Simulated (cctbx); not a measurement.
# Accept or mend?

Cell a = 4.9140 Å, b = 4.9140 Å, c = 11.8060 Å, α = 90.00°, β = 90.00°, γ = 90.00°; space group P4/nmm (no. 129, origin choice 1).

The data are simulated with cctbx, not measured: Ga Kα, λ = 1.3414 Å, to d = 0.83 Å, 50 % of the full sphere, strongest reflection 70000 counts, noise from counting, a 1.5 % proportional error and a noise floor of 15 counts (s.d.); no absorption.

An anisotropic refinement with weights 1/σ² prints:

```text
Rint 0.016, 189 unique reflections to 0.83 A
cycle     R1     wR2    GooF  max shift (A)
   1  0.1721  0.3564  28.384   0.00751
   2  0.1721  0.3428  27.296   0.00001
final R1 0.1721 wR2 0.3428 GooF 27.296  parameters 8  data/parameter 23.6
atom        x        y        z      Ueq    occ   su(xyz)  su(Uiso or U11)
Sn1    0.00000  0.00000  0.50000   0.0133  1.000  0.00000  0.0025
Sn2    0.50000  0.00000  0.83512   0.0103  1.000  0.00055  0.0025
Zr1    0.00000  0.50000  0.73742   0.0131  1.000  0.00076  0.0033
difference map: max 44.90 min -4.38 rms 1.83
Q1    0.0000  0.0000  0.0000    2   44.90  3.13 A from Sn2
Q2    0.0000  0.0000  0.5000    2   17.24  0.00 A from Sn1
Q3    0.0000  0.5000  0.7238    2   10.75  0.16 A from Zr1
Q4    0.0000  0.5000  0.1835    2    8.24  0.22 A from Sn2
Q5    0.0000  0.5000  0.3516    2    4.64  2.20 A from Sn2
Q6    0.0000  0.0000  0.2401    4    3.04  2.47 A from Zr1
```

Q: Accept it or mend it, and why?

Mend it. The fault: an atom left out, K at (1/2, 1/2, 0). Against the right model at the same level, R1 goes from 0.0056 to 0.1721 and GooF from 0.88 to 27.30 and the top difference peak, 44.9 e/Å³, lies 3.13 Å from Sn2. Q1 is the missing atom. With scattering power missing, scale and phases suffer, so peaks may also grow on the heavy atoms.

The compound is KZrSn2. The right model at the same level gives:

```text
Rint 0.016, 189 unique reflections to 0.83 A
cycle     R1     wR2    GooF  max shift (A)
   1  0.0057  0.0112   0.900   0.00018
   2  0.0056  0.0109   0.877   0.00000
final R1 0.0056 wR2 0.0109 GooF 0.877  parameters 10  data/parameter 18.9
atom        x        y        z      Ueq    occ   su(xyz)  su(Uiso or U11)
Sn1    0.00000  0.00000  0.50000   0.0173  1.000  0.00000  0.0001
Sn2    0.50000  0.00000  0.83459   0.0165  1.000  0.00002  0.0001
Zr1    0.00000  0.50000  0.73676   0.0191  1.000  0.00002  0.0001
K1     0.50000  0.50000  0.00000   0.0288  1.000  0.00000  0.0003
difference map: max 0.26 min -0.22 rms 0.06
Q1    0.0000  0.5000  0.2316    2    0.26  0.78 A from Sn2
Q2    0.0000  0.0000  0.2937    4    0.24  2.44 A from Sn1
Q3    0.0000  0.5000  0.1075    2    0.21  0.68 A from Sn2
Q4    0.0915  0.2649  0.2383   16    0.20  1.51 A from Sn2
Q5    0.0000  0.3362  0.5210    8    0.20  1.67 A from Sn1
Q6    0.2500  0.2500  0.5000    4    0.19  1.74 A from Sn1
```

Isotropic U is held between 0.0001 and 1 Å² by the program, and listed peak heights are interpolated, so they can pass the grid's maximum.

The model was made for the exercise: a known structure type with other elements put in, its volume estimated, not relaxed; displacement parameters are assumed.

[Middle refinement cycles are left out of these outputs.]

[Logs are printed without paths, hosts, clocks, repeated set-up lines and the standing remarks that a program may print on its own settings, such as how far it seeks lower states.]
